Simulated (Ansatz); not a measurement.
An input for Ansatz 0.2.0 (LiMgBN2 (I-4m2)):

```yaml
crystal:
  lattice:
    - [-1.909656, 1.909656, 4.443522]
    - [1.909656, -1.909656, 4.443522]
    - [1.909656, 1.909656, -4.443522]
  atoms:
    - { symbol: Li, position: [0.25, 0.75, 0.5] }
    - { symbol: Mg, position: [0.75, 0.25, 0.5] }
    - { symbol: B, position: [0.5, 0.5, 0.0] }
    - { symbol: "N", position: [0.6512635, 0.6512635, 0.0] }
    - { symbol: "N", position: [0.3487365, 0.3487365, 0.0] }
kpoints:
  mp_grid: { grid: [4, 4, 4] }
hamiltonian:
  xc: pbe
  pseudopotentials: { kind: all_electron }
scf:
  occupations: { method: fixed }
gw:
  n_empty_bands: 270
  ecut_chi: 150.0
  qp_bands: [v6, c3]
  qp_kpoints: [[0, 0, 0]]
  screening: { model: contour_deformation }
```

```sh
ansatz run input.yaml --threads 2 --pin off --max-ram 73728MiB --backend cuda --events-out ev --progress --plain --runs-dir out --devices 1 --max-vram 13GiB
```

Q: Estimate wall time and host memory on 1 × NVIDIA H100 80GB HBM3 (shared by 6 runs) with 2 threads of AMD EPYC 7R13 (Zen 3), shared host.

It took 51 s; on shared hardware allow 26 s to 1.7 min. Peak host memory was 3.0 GiB. The sizes that set the cost: 21955 plane waves a state, 13 irreducible k points, 287 bands summed, 269 plane waves in the screening and 8 SCF cycles.

The screening grows as filled bands × empty bands × pairs of k points, times the square of the screening basis for the matrix.

[Paths, hosts, dates, memory and timing lines, banners, echoed tables and standing remarks are left out of the program output.]

[Logs are printed without paths, hosts, clocks, repeated set-up lines and the standing remarks that a program may print on its own settings, such as how far it seeks lower states.]

[Runs of the session that timed out or met a known fault of the program may be left out.]

[Cells called generated may have been cut or substituted from an entry of the Crystallography Open Database or the Materials Project.]

[Hosts, paths, dates, database ids (printed as entryN), source tags and the programs' standing remarks are cut or masked in the printed files.]
